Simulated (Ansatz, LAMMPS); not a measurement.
**A faulty run on Li+ FSI- in diglyme and fluoroethylene carbonate at 350 K (132 atoms)**

Program: Ansatz 0.2.0. The cell: 33 C, 25 O, 65 H, 5 F, 1 N, 2 S and 1 Li.

The input, input.yaml:

```yaml
crystal:
  lattice:
    - [11.38312, 0.0, 0.0]
    - [0.0, 11.38312, 0.0]
    - [0.0, 0.0, 11.38312]
  atoms:
    - { symbol: C, position: [0.87533, 0.8081, 0.06654], spin: 2.0 }
    - { symbol: O, position: [0.8812, 0.92188, 0.02494] }
    - { symbol: C, position: [0.8027, 0.93932, 0.93112] }
    - { symbol: C, position: [0.82015, 0.05331, 0.85733] }
    - { symbol: O, position: [0.7224, 0.06999, 0.7904] }
    - { symbol: C, position: [0.74694, 0.17186, 0.7233] }
    - { symbol: C, position: [0.63249, 0.19572, 0.65602] }
    - { symbol: O, position: [0.53991, 0.24629, 0.73097] }
    - { symbol: C, position: [0.55266, 0.3691, 0.74326] }
    - { symbol: H, position: [0.93601, 0.7545, 0.02052] }
    - { symbol: H, position: [0.79452, 0.76174, 0.04726] }
    - { symbol: H, position: [0.88852, 0.80745, 0.16311] }
    - { symbol: H, position: [0.8047, 0.86775, 0.86882] }
    - { symbol: H, position: [0.7137, 0.9413, 0.96579] }
    - { symbol: H, position: [0.82928, 0.12303, 0.91594] }
    - { symbol: H, position: [0.89738, 0.04032, 0.80527] }
    - { symbol: H, position: [0.77658, 0.25221, 0.77046] }
    - { symbol: H, position: [0.79896, 0.14228, 0.65319] }
    [... 108 atom lines left out ...]
    - { symbol: F, position: [0.50623, 0.62506, 0.11134] }
    - { symbol: S, position: [0.25368, 0.81849, 0.21026] }
    - { symbol: O, position: [0.26137, 0.93935, 0.17266] }
    - { symbol: O, position: [0.145, 0.76299, 0.17776] }
    - { symbol: F, position: [0.24796, 0.84102, 0.34797] }
    - { symbol: Li, position: [0.16825, 0.54279, 0.62321] }
kpoints:
  mp_grid: { grid: [1, 1, 1] }
hamiltonian:
  xc: pbe
  dispersion: d3bj
scf:
  occupations: { method: fixed }
  max_iter: 100
output:
  forces: true
```

Launch:

```sh
$ ansatz run input.yaml --threads 4 --pin off --max-ram 15872MiB --backend cpu --events-out ev --progress --plain --runs-dir out
```

Log:

```text
Error: inconsistent input (magnetization.spin_polarized): false but per-atom `spin:`, `per_species`, `initial_magnetization`, `magnetic_field`, or `spin_locking` is set
```

Run time: 0.03 s. Hardware: 4 threads of Arm Neoverse V1, shared host; peak memory 0.031 GiB; 0.02 s of CPU time.

**Question.** What is wrong with this input, and how is it mended?

A moment without spin polarisation: crystal.atoms[0].spin = 2.0 and starting moments = "other".

The fix is to switch spin polarisation on, or take the moment out.

The program refused it before any cycle.

[Logs are printed without paths, hosts, clocks, repeated set-up lines and the standing remarks that a program may print on its own settings, such as how far it seeks lower states.]

[Hosts, paths, dates, database ids (printed as entryN), source tags and the programs' standing remarks are cut or masked in the printed files.]
